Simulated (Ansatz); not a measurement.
## The 1T-PtSe2 bilayer (AA) between two gates

Aim: screening and gap of the neutral 1T-PtSe2 bilayer (AA) between oppositely charged gates.

Main program and level: Ansatz 0.2.0; plane-wave DFT, PBE-D3(BJ), Ansatz PAW, in the first sound run; inputs show where later runs differ.

The raw output is cut from this account; settings, times and results stay.

### Step 1. The system as given

The cell holds 6 atoms: 4 Se and 2 Pt. Cell: a = 3.750 Å, b = 3.750 Å, c = 25.635 Å, α = 90.0°, β = 90.0°, γ = 120.0°. Regions: layer 1: 1T-PtSe2, 3 atoms (2 Se and 1 Pt); layer 2: 1T-PtSe2, 3 atoms (2 Se and 1 Pt). Vacuum lies along c.

### Step 2. Relaxation

The starting cell is a guess, so the in-plane lattice and the atoms are relaxed first, with the slab cut off from its images along the normal. The program lengthens the vector along the normal by itself, so c and the volume that it reports differ from the typed ones.

Input file input.yaml:

```yaml
crystal:
  lattice:
    - [3.75, 0.0, 0.0]
    - [-1.875, 3.2475952642, 0.0]
    - [0.0, 0.0, 25.635435591]
  atoms:
    - { symbol: Se, position: [0.6666666667, 0.3333333333, 0.3510765389] }
    - { symbol: Pt, position: [0.0, 0.0, 0.3953066786] }
    - { symbol: Se, position: [0.3333333333, 0.6666666667, 0.4395368183] }
    - { symbol: Se, position: [0.6666666667, 0.3333333333, 0.5604631817] }
    - { symbol: Pt, position: [0.0, 0.0, 0.6046933214] }
    - { symbol: Se, position: [0.3333333333, 0.6666666667, 0.6489234611] }
  periodic: [true, true, false]
kpoints:
  mp_grid: { grid: [12, 12, 1] }
hamiltonian:
  xc: pbe
  dispersion: d3bj
scf:
  occupations: { method: fermi_dirac, width: 0.05 }
  convergence: { dr2_threshold: 1.0e-09 }
relax:
  f_tol: 0.004
  max_steps: 90
  cell: {}
output:
  write_potential: true
  write_density: true
  volumetric_format: npy
```

The run is started by

```console
> ansatz run input.yaml --threads 4 --pin off --max-ram 6144MiB --backend cpu --events-out ev --progress --plain --runs-dir out
```

It took 75 s on 4 threads of Arm Neoverse V1, shared host; peak memory 1.2 GiB.

Step by step:

| step | energy less that of the first step (eV) | largest force component (eV/Å) | volume (Å³) |
| --- | --- | --- | --- |
| 1 | 0.0000 | 2.1601 | 475.82 |
| 2 | -0.6910 | 0.2340 | 478.60 |
| 3 | -0.7469 | 0.1948 | 469.71 |
| 4 | -0.7506 | 0.0486 | 471.77 |
| 5 | -0.7512 | 0.0153 | 471.96 |
| 6 | -0.7512 | 0.0021 | 472.04 |
| 7* | -0.7510 | 0.0021 | 472.04 |

Relaxation steps marked * repeat the geometry before them on a plane-wave basis chosen anew for their cell, so energy and pressure can jump there.

Forces are held to the 12 operations that the program found; a distortion that breaks them can't arise in this run.

| cell as run | before | after | change |
| --- | --- | --- | --- |
| a (Å) | 3.750 | 3.735 | -0.4 % |
| b (Å) | 3.750 | 3.735 | -0.4 % |

The atoms that moved most (Å, along periodic axes as changes of fractional coordinates times the final cell, across vacuum about the mean position):

| atom | dx | dy | dz | length |
| --- | --- | --- | --- | --- |
| Se3 | 0.000 | 0.000 | 0.369 | 0.369 |
| Se4 | 0.000 | 0.000 | -0.369 | 0.369 |
| Pt5 | 0.000 | 0.000 | -0.214 | 0.214 |
| Pt2 | 0.000 | 0.000 | 0.214 | 0.214 |
| Se1 | 0.000 | 0.000 | 0.027 | 0.027 |
| Se6 | 0.000 | 0.000 | -0.027 | 0.027 |

Final coordinates:

```xyz
6
Lattice="3.7351 0.0000 0.0000 -1.8675 3.2347 0.0000 0.0000 0.0000 39.0709" Properties=species:S:1:pos:R:3
Se    1.8675    1.0782    9.0271
Pt    0.0000    0.0000   10.3482
Se    0.0000    2.1564   11.6367
Se    1.8675    1.0782   13.9987
Pt    0.0000    0.0000   15.2872
Se    0.0000    2.1564   16.6083
```

Numbers from this step:

| Item | Value |
| --- | --- |
| energy at zero smearing | -46926.9258 eV |

The lattice constant a goes from 3.750 to 3.735 Å.

### Step 3. Gated layer, displacement field 0

The slab is cut off from its images along the normal. Two sheets of opposite charge stand for the gates, so the stack stays neutral in a displacement field; barriers ahead of the sheets keep electrons from leaking to them. The uncharged case sets the zero.

The cell differs from the one that the last finished run ended in (c 39.071 → 45.181 Å).

Input file input.yaml:

```yaml
crystal:
  lattice:
    - [3.7350577836, 0.0, 0.0]
    - [-1.8675288918, 3.2346549252, 0.0]
    - [0.0, 0.0, 45.1811641322]
  atoms:
    - { symbol: Se, position: [0.6666666667, 0.3333333333, 0.416102603] }
    - { symbol: Pt, position: [0.0, 0.0, 0.4453429459] }
    - { symbol: Se, position: [0.3333333333, 0.6666666667, 0.4738614286] }
    - { symbol: Se, position: [0.6666666667, 0.3333333333, 0.5261385714] }
    - { symbol: Pt, position: [0.0, 0.0, 0.5546570541] }
    - { symbol: Se, position: [0.3333333333, 0.6666666667, 0.583897397] }
  periodic: [true, true, false]
  symmetry: { detect: true }
kpoints:
  mp_grid: { grid: [24, 24, 1] }
  band_path:
    path: [[0, 0, 0], [0.5, 0, 0], [0.33333333, 0.33333333, 0], [0, 0, 0]]
    npoints: 16
hamiltonian:
  xc: pbe
  dispersion: d3bj
scf:
  occupations: { method: fermi_dirac, width: 0.02585 }
  convergence: { dr2_threshold: 1.0e-10 }
output:
  forces: true
  eigenvalues: true
  dos: { projected: true, e_range: [-3, 3], de: 0.01 }
  write_potential: true
  write_density: true
  volumetric_format: npy
  elf: true
external_charges:
  - { charge: 0, barrier: 10, axis: 3, height: 29.381, sigma: 0.25 }
  - { charge: 0, barrier: 10, axis: 3, height: 15.8, sigma: 0.25 }
```

Wall time 2.1 min (4 threads); peak memory 2.1 GiB.

Read from the output:

```yaml
energy_at_zero_smearing: -46926.9012 eV
gap_along_the_path: 0.2260 eV
smallest_direct_gap_along_the_path: 0.8015 eV
gap_the_smaller_of_path_and_mesh: 0.2260 eV
potential_beyond_the_upper_barrier_and_gate_less_the_barrier_from_the_fermi_level: 4.558 eV
```

Running mean over a fixed 2.7 Å (it still follows the layers) of the planar mean; beyond a gate it holds the 10 eV model barrier. The electron's electrostatic potential energy less the Fermi level by z:

| z (Å) | electron's electrostatic potential energy less the Fermi level (eV) |
| --- | --- |
| 4 | 14.6 |
| 6 | 14.6 |
| 8 | 14.6 |
| 10 | 14.6 |
| 12 | 14.6 |
| 14 | 14.5 |
| 16 | 8.75 |
| 18 | 0.0433 |
| 20 | -8.53 |
| 22 | -2.47 |
| 24 | -6.27 |
| 26 | -6.73 |
| 28 | 3.13 |
| 30 | 11.9 |
| 32 | 14.6 |
| 34 | 14.6 |
| 36 | 14.6 |
| 38 | 14.6 |
| 40 | 14.6 |

The density of states has structure finer than the step of the table below, so its rows give means over 0.1 eV. Peaks (eV: height): -2.35: 10.5, -2.01: 11.2, -1.86: 12.1, -1.44: 8.68, -1.36: 7.97, 1.15: 9.24, 1.57: 8.90.

Density of states against energy, zero at the Fermi level of the run, which the smearing sets inside the gap; means over each step:

energy (eV), density of states (states/eV a cell) and a bar:
```
     -2.9        4.0 ################
     -2.8        3.7 ###############
     -2.7        4.0 ################
     -2.6        4.0 ################
     -2.5        4.5 ###################
     -2.4        6.6 ###########################
     -2.3        6.3 ##########################
     -2.2        4.0 #################
     -2.1        5.1 #####################
     -2.0        7.3 ##############################
     -1.9        6.6 ###########################
     -1.8        4.7 ###################
     -1.7        5.1 #####################
     -1.6        5.6 #######################
     -1.5        6.4 ##########################
     -1.4        6.4 ##########################
     -1.3        3.0 ############
     -1.2        4.5 ##################
     -1.1        4.1 #################
     -1.0        1.8 #######
     -0.9        1.6 #######
     -0.8        1.5 ######
     -0.7        0.9 ####
     -0.6        0.6 ##
     -0.5        0.4 ##
     -0.4        0.4 ##
     -0.3        0.6 ##
     -0.2        0.8 ###
     -0.1        0.4 ##
      0.0        0.0 
      0.1        0.3 #
      0.2        2.1 #########
      0.3        5.3 ######################
      0.4        4.3 ##################
      0.5        2.4 ##########
      0.6        2.4 ##########
      0.7        3.6 ###############
      0.8        4.9 ####################
      0.9        4.1 #################
      1.0        4.2 #################
      1.1        6.0 #########################
      1.2        5.2 ######################
      1.3        6.0 #########################
      1.4        5.7 ########################
      1.5        5.6 #######################
      1.6        7.0 #############################
      1.7        4.1 #################
      1.8        3.1 #############
      1.9        2.1 #########
      2.0        0.8 ###
```

Projected DOS per atom over height of the atomic layer and energy from the Fermi level. Layers: Se Pt Se Se Pt Se from below.

Ten even steps from '0' (0.02 states/eV) to '9' (1.27 states/eV), each cell a mean:
```
111111
435534
769967
658856
656656
655556
332233
663366
110011
000000
000000
000000
201102
514415
724427
958859
746647
888888
665566
796697
464464
464464
```
Columns: height of the atomic layer (Å) from 18.8 to 26.4 (not evenly spaced); rows upwards: energy from the Fermi level (eV) from -2.98 to 2.07.

The electronic bands at the labelled points (eV, zero at the Fermi level of the run, which the smearing sets inside the gap):

| point | band 47 | band 48 | band 49 | band 50 | band 51 | band 52 | band 53 | band 54 |
| --- | --- | --- | --- | --- | --- | --- | --- | --- |
| Γ | -1.36 | -1.04 | -1.04 | -0.39 | 1.54 | 1.54 | 2.07 | 2.07 |
| halfway | -1.73 | -1.47 | -1.34 | -0.86 | 0.11 | 1.08 | 1.24 | 1.78 |
| M | -3.02 | -2.87 | -2.75 | -1.81 | 0.96 | 1.17 | 1.54 | 1.99 |
| halfway | -2.69 | -2.36 | -2.06 | -1.67 | 0.64 | 0.81 | 1.12 | 1.75 |
| K | -2.32 | -2.32 | -1.88 | -1.88 | 0.30 | 0.30 | 1.46 | 1.46 |
| halfway | -1.73 | -1.58 | -1.51 | -0.84 | 0.45 | 0.76 | 0.79 | 1.66 |
| Γ | -1.36 | -1.04 | -1.04 | -0.39 | 1.54 | 1.54 | 2.07 | 2.07 |

ELF in the ca plane at fractional y = 0.000, with atoms of Pt within 0.2 Å of it. It is the smooth field of the valence electrons, not physical close to the nuclei.

Values, 6 rows by 16 columns, each cell a mean:
```
0.00 0.00 0.00 0.00 0.00 0.01 0.05 0.25 0.58 0.47 0.16 0.04 0.27 0.60 0.45 0.15
0.00 0.00 0.00 0.00 0.00 0.05 0.27 0.41 0.33 0.35 0.32 0.14 0.39 0.33 0.35 0.39
0.00 0.00 0.00 0.00 0.01 0.16 0.58 0.61 0.28 0.41 0.53 0.28 0.58 0.26 0.44 0.65
0.00 0.00 0.00 0.00 0.01 0.13 0.51 0.58 0.29 0.40 0.49 0.24 0.55 0.27 0.42 0.60
0.00 0.00 0.00 0.00 0.00 0.03 0.16 0.32 0.39 0.35 0.24 0.09 0.31 0.40 0.34 0.28
0.00 0.00 0.00 0.00 0.00 0.00 0.03 0.26 0.63 0.54 0.15 0.03 0.29 0.64 0.51 0.14
```
Columns run along c (16.0 Å, from fractional 0.25 to 0.61 of the cell), rows up along a (3.7 Å). Atoms in or near the plane, at fractional coordinates: Pt at (0.45, 0.00), Pt at (0.55, 0.00).

Valence density in the ca plane at fractional y = 0.000, with atoms of Pt within 0.2 Å of it. It is the smooth field of the valence electrons, not physical close to the nuclei.

Ten steps, logarithmic in the rise over the least value, from '0' (0 e/Å³) to '9' (11 e/Å³), each cell a mean:
```
00000000000000000001247998631000013589974210
00000000000000000001235776421100012467753210
00000000000000000011223444322111122334432211
00000000000000000012222222222211122222222221
00000000000000000112332222232211223222222322
00000000000000000112222222232211223222222221
00000000000000000012223333322111122233332221
00000000000000000001234565321100112356643211
00000000000000000001236897531000012578874210
00000000000000000001248999631000013689985210
```
Columns run along c (16.0 Å, from fractional 0.25 to 0.61 of the cell), rows up along a (3.7 Å). Atoms in or near the plane, at fractional coordinates: Pt at (0.45, 0.00), Pt at (0.55, 0.00).

Electrostatic potential energy in the ca plane at fractional y = 0.000, with atoms of Pt within 0.2 Å of it. With pseudopotentials it is smooth inside the atoms' cores, unlike the true potential.

Values in eV, 6 rows by 16 columns, each cell a mean:
```
 10  10  10  10   5   0  -1  -6 -58 -39  -2  -1  -8 -61 -35  -2
 10  10  10  10   5   0  -1  -4 -15 -10  -3  -2  -5 -16  -9  -3
 10  10  10  10   5   0  -2  -8  -4  -6  -7  -3  -8  -4  -6  -6
 10  10  10  10   5   0  -2  -7  -5  -6  -6  -3  -7  -5  -6  -5
 10  10  10  10   5   0  -1  -4 -28 -18  -3  -2  -5 -29 -16  -2
 10  10  10  10   5   0   0  -7 -65 -45  -2  -1  -9 -67 -41  -2
```
Columns run along c (16.0 Å, from fractional 0.25 to 0.61 of the cell; values clipped at the 3rd and 97th percentile), rows up along a (3.7 Å). Atoms in or near the plane, at fractional coordinates: Pt at (0.45, 0.00), Pt at (0.55, 0.00).

The gap, the smaller of path and mesh, is 0.226 eV.

### Step 4. Gated layer, displacement field 0.905 V/nm

input.yaml: that of step 3 with these lines changed.

```diff
@@ -28,3 +28,2 @@
   eigenvalues: true
-  dos: { projected: true, e_range: [-3, 3], de: 0.01 }
   write_potential: true
@@ -32,5 +31,6 @@
   volumetric_format: npy
-  elf: true
 external_charges:
   - { charge: 0, barrier: 10, axis: 3, height: 29.381, sigma: 0.25 }
+  - { charge: -0.006041, axis: 3, height: 30.881, sigma: 0.5 }
   - { charge: 0, barrier: 10, axis: 3, height: 15.8, sigma: 0.25 }
+  - { charge: 0.006041, axis: 3, height: 14.3, sigma: 0.5 }
```

Elapsed: 2.3 min, on 4 threads; peak memory 1.8 GiB.

Numbers from this step:

* energy at zero smearing: -46926.8994 eV
* gap along the path: 0.2259 eV
* smallest direct gap along the path: 0.8014 eV
* gap, the smaller of path and mesh: 0.2259 eV
* potential beyond the upper barrier and gate, less the barrier, from the Fermi level: 4.878 eV

Electronic bands along the path, in eV, zero at the Fermi level of the run, which the smearing sets inside the gap:

| point | band 47 | band 48 | band 49 | band 50 | band 51 | band 52 | band 53 | band 54 |
| --- | --- | --- | --- | --- | --- | --- | --- | --- |
| Γ | -1.36 | -1.04 | -1.04 | -0.39 | 1.54 | 1.54 | 2.07 | 2.07 |
| halfway | -1.73 | -1.47 | -1.34 | -0.86 | 0.11 | 1.08 | 1.24 | 1.78 |
| M | -3.02 | -2.87 | -2.75 | -1.81 | 0.96 | 1.17 | 1.54 | 1.99 |
| halfway | -2.69 | -2.36 | -2.06 | -1.67 | 0.64 | 0.81 | 1.12 | 1.75 |
| K | -2.32 | -2.32 | -1.89 | -1.87 | 0.30 | 0.31 | 1.46 | 1.46 |
| halfway | -1.73 | -1.59 | -1.51 | -0.84 | 0.45 | 0.76 | 0.79 | 1.66 |
| Γ | -1.36 | -1.04 | -1.04 | -0.39 | 1.54 | 1.54 | 2.07 | 2.07 |

The gap, the smaller of path and mesh, is 0.226 eV.

### Step 5. Gated layer, displacement field 1.81 V/nm

input.yaml: that of step 4 with these lines changed.

```diff
@@ -33,4 +33,4 @@
   - { charge: 0, barrier: 10, axis: 3, height: 29.381, sigma: 0.25 }
-  - { charge: -0.006041, axis: 3, height: 30.881, sigma: 0.5 }
+  - { charge: -0.012082, axis: 3, height: 30.881, sigma: 0.5 }
   - { charge: 0, barrier: 10, axis: 3, height: 15.8, sigma: 0.25 }
-  - { charge: 0.006041, axis: 3, height: 14.3, sigma: 0.5 }
+  - { charge: 0.012082, axis: 3, height: 14.3, sigma: 0.5 }
```

Elapsed: 2.5 min, on 4 threads; peak memory 1.8 GiB.

The gap, the smaller of path and mesh, is 0.226 eV.

### Step 6. Gated layer, displacement field 2.71 V/nm

input.yaml: that of step 5 with these lines changed.

```diff
@@ -33,4 +33,4 @@
   - { charge: 0, barrier: 10, axis: 3, height: 29.381, sigma: 0.25 }
-  - { charge: -0.012082, axis: 3, height: 30.881, sigma: 0.5 }
+  - { charge: -0.018122, axis: 3, height: 30.881, sigma: 0.5 }
   - { charge: 0, barrier: 10, axis: 3, height: 15.8, sigma: 0.25 }
-  - { charge: 0.012082, axis: 3, height: 14.3, sigma: 0.5 }
+  - { charge: 0.018122, axis: 3, height: 14.3, sigma: 0.5 }
```

Wall time 2.4 min (4 threads); peak memory 1.8 GiB; 9.4 min of CPU time.

The electronic bands at the labelled points (eV, zero at the Fermi level of the run, which the smearing sets inside the gap):

| point | band 47 | band 48 | band 49 | band 50 | band 51 | band 52 | band 53 | band 54 |
| --- | --- | --- | --- | --- | --- | --- | --- | --- |
| Γ | -1.37 | -1.04 | -1.04 | -0.39 | 1.54 | 1.54 | 2.08 | 2.08 |
| halfway | -1.73 | -1.47 | -1.34 | -0.86 | 0.11 | 1.08 | 1.24 | 1.78 |
| M | -3.03 | -2.87 | -2.75 | -1.81 | 0.96 | 1.17 | 1.54 | 1.99 |
| halfway | -2.69 | -2.37 | -2.06 | -1.67 | 0.64 | 0.81 | 1.12 | 1.75 |
| K | -2.33 | -2.32 | -1.89 | -1.86 | 0.29 | 0.32 | 1.45 | 1.47 |
| halfway | -1.73 | -1.59 | -1.50 | -0.84 | 0.44 | 0.74 | 0.81 | 1.66 |
| Γ | -1.37 | -1.04 | -1.04 | -0.39 | 1.54 | 1.54 | 2.08 | 2.08 |

The gap, the smaller of path and mesh, is 0.225 eV.

### Step 7. Gated layer, displacement field 3.62 V/nm

input.yaml: that of step 6 with these lines changed.

```diff
@@ -28,2 +28,3 @@
   eigenvalues: true
+  dos: { projected: true, e_range: [-3, 3], de: 0.01 }
   write_potential: true
@@ -31,6 +32,7 @@
   volumetric_format: npy
+  elf: true
 external_charges:
   - { charge: 0, barrier: 10, axis: 3, height: 29.381, sigma: 0.25 }
-  - { charge: -0.018122, axis: 3, height: 30.881, sigma: 0.5 }
+  - { charge: -0.024163, axis: 3, height: 30.881, sigma: 0.5 }
   - { charge: 0, barrier: 10, axis: 3, height: 15.8, sigma: 0.25 }
-  - { charge: 0.018122, axis: 3, height: 14.3, sigma: 0.5 }
+  - { charge: 0.024163, axis: 3, height: 14.3, sigma: 0.5 }
```

It took 2.4 min on 4 threads; peak memory 2.1 GiB; 9.4 min of CPU time.

Running mean over a fixed 2.7 Å (it still follows the layers) of the planar mean; beyond a gate it holds the 10 eV model barrier. Table of electron's electrostatic potential energy less the Fermi level by z:

z (Å), electron's electrostatic potential energy less the Fermi level (eV) and a bar from the least value:
```
        4       13.3 ###########################
        6       13.3 ###########################
        8       13.3 ###########################
       10       13.3 ###########################
       12       13.3 ###########################
       14       13.4 ###########################
       16        8.1 ####################
       18       -0.1 ##########
       20       -8.6 
       22       -2.5 #######
       24       -6.2 ###
       26       -6.7 ##
       28        3.4 ###############
       30       12.8 ##########################
       32       15.8 ##############################
       34       15.8 ##############################
       36       15.8 ##############################
       38       15.8 ##############################
       40       15.8 ##############################
```

The gap, the smaller of path and mesh, is 0.225 eV.

### Step 8. Gated layer, displacement field -1.81 V/nm

input.yaml: that of step 7 with these lines changed.

```diff
@@ -35,4 +35,4 @@
   - { charge: 0, barrier: 10, axis: 3, height: 29.381, sigma: 0.25 }
-  - { charge: -0.024163, axis: 3, height: 30.881, sigma: 0.5 }
+  - { charge: 0.012082, axis: 3, height: 30.881, sigma: 0.5 }
   - { charge: 0, barrier: 10, axis: 3, height: 15.8, sigma: 0.25 }
-  - { charge: 0.024163, axis: 3, height: 14.3, sigma: 0.5 }
+  - { charge: -0.012082, axis: 3, height: 14.3, sigma: 0.5 }
```

Elapsed: 2.5 min, on 4 threads; peak memory 2.1 GiB; 9.9 min of CPU time.

The density of states has structure finer than the step of the table below, so its rows give means over 0.2 eV. Peaks (eV: height): -2.35: 10.7, -2.01: 11.3, -1.86: 12.1, -1.45: 8.52, -1.36: 7.77, 1.15: 9.29, 1.57: 9.01.

The density of states by energy, zero at the Fermi level of the run, which the smearing sets inside the gap; means over each step:

energy (eV), density of states (states/eV a cell) and a bar:
```
     -2.8        3.7 #################
     -2.6        4.2 ###################
     -2.4        6.2 ############################
     -2.2        4.3 ####################
     -2.0        6.6 ##############################
     -1.8        5.4 ########################
     -1.6        5.6 #########################
     -1.4        5.6 #########################
     -1.2        4.0 ##################
     -1.0        2.3 ##########
     -0.8        1.4 #######
     -0.6        0.6 ###
     -0.4        0.4 ##
     -0.2        0.8 ####
      0.0        0.0 
      0.2        2.4 ###########
      0.4        4.2 ###################
      0.6        2.5 ############
      0.8        4.5 ####################
      1.0        4.5 ####################
      1.2        5.8 ##########################
      1.4        5.5 #########################
      1.6        6.0 ###########################
      1.8        3.2 ##############
      2.0        1.0 ####
```

The gap, the smaller of path and mesh, is 0.226 eV.

(Part 1 of 2 ends here.)

[Long decimals in the printed logs are rounded to 6 places.]

[Logs are printed without paths, hosts, clocks, repeated set-up lines and the standing remarks that a program may print on its own settings, such as how far it seeks lower states.]

[Hosts, paths, dates, database ids (printed as entryN), source tags and the programs' standing remarks are cut or masked in the printed files.]

[Maps of the electrostatic potential energy from Ansatz leave out the sawtooth potential of an applied field or a dipole correction, so their vacuum need not be flat; planar profiles and work functions include it.]
